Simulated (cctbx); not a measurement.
## What resolution and counting buy: TmCr2Ge2C

Space group P4/mmm (no. 123), a = 4.0290 Å, b = 4.0290 Å, c = 5.4600 Å, α = 90.00°, β = 90.00°, γ = 90.00°.

| atom | mult. | x | y | z | Ueq (Å²) |
| --- | --- | --- | --- | --- | --- |
| Tm1 | 1 | 0 | 0 | 0 | 0.0043 |
| Ge1 | 2 | 1/2 | 1/2 | 0.2371 | 0.0061 |
| Cr1 | 2 | 1/2 | 0 | 1/2 | 0.0050 |
| C1 | 1 | 0 | 0 | 1/2 | 0.0061 |

This is a model crystal, built by substitution and not relaxed, with assumed displacement parameters.

Five simulated data sets (cctbx; Ag Kα, λ = 0.56087 Å; 1.5 % proportional error) differ in resolution or exposure (noise floor 4 counts in the first three, 8 in the last two). Each is refined with the right model, isotropic at 1.1 Å and anisotropic otherwise. How do the figures of merit and the uncertainties move?

| d min (Å) | top counts | ⟨I/σ⟩ (unmerged, absences included) | unique | param. (scale apart) | Rint | R1 | GooF | largest s.u. xyz (fractional) | s.u. U of C1 (Å²) | largest error (Å) |
| --- | --- | --- | --- | --- | --- | --- | --- | --- | --- | --- |
| 1.1 | 70000 | 45.3 | 34 | 5 | 0.013 | 0.0042 | 1.47 | 0.00011 | 0.0021 | 0.0002 |
| 0.84 | 70000 | 43.2 | 69 | 10 | 0.014 | 0.0032 | 0.99 | 0.00004 | 0.0010 | 0.0003 |
| 0.6 | 70000 | 38.7 | 164 | 10 | 0.015 | 0.0029 | 0.83 | 0.00002 | 0.0003 | 0.0000 |
| 0.75 | 300 | 2.9 | 92 | 10 | 0.212 | 0.0422 | 0.96 | 0.00081 | 0.0119 | 0.0030 |
| 0.75 | 3000 | 12.8 | 92 | 10 | 0.043 | 0.0113 | 0.97 | 0.00015 | 0.0028 | 0.0008 |

GooF reaches 1.47 where the model lacks something that the data hold (anisotropy at the isotropic level, for one). The s.u. of U for C1 goes 0.0021, 0.0010, 0.0003 Å² with resolution and 0.0119, 0.0028 Å² with exposure.

The 1.1 Å row also differs in its displacement model, so it isn't a clean test of resolution.

Hardware for the 0.6 Å refinement: 0.62 s on 1 thread of Arm Neoverse N1, with other jobs on the host, peak memory 0.09 GiB.
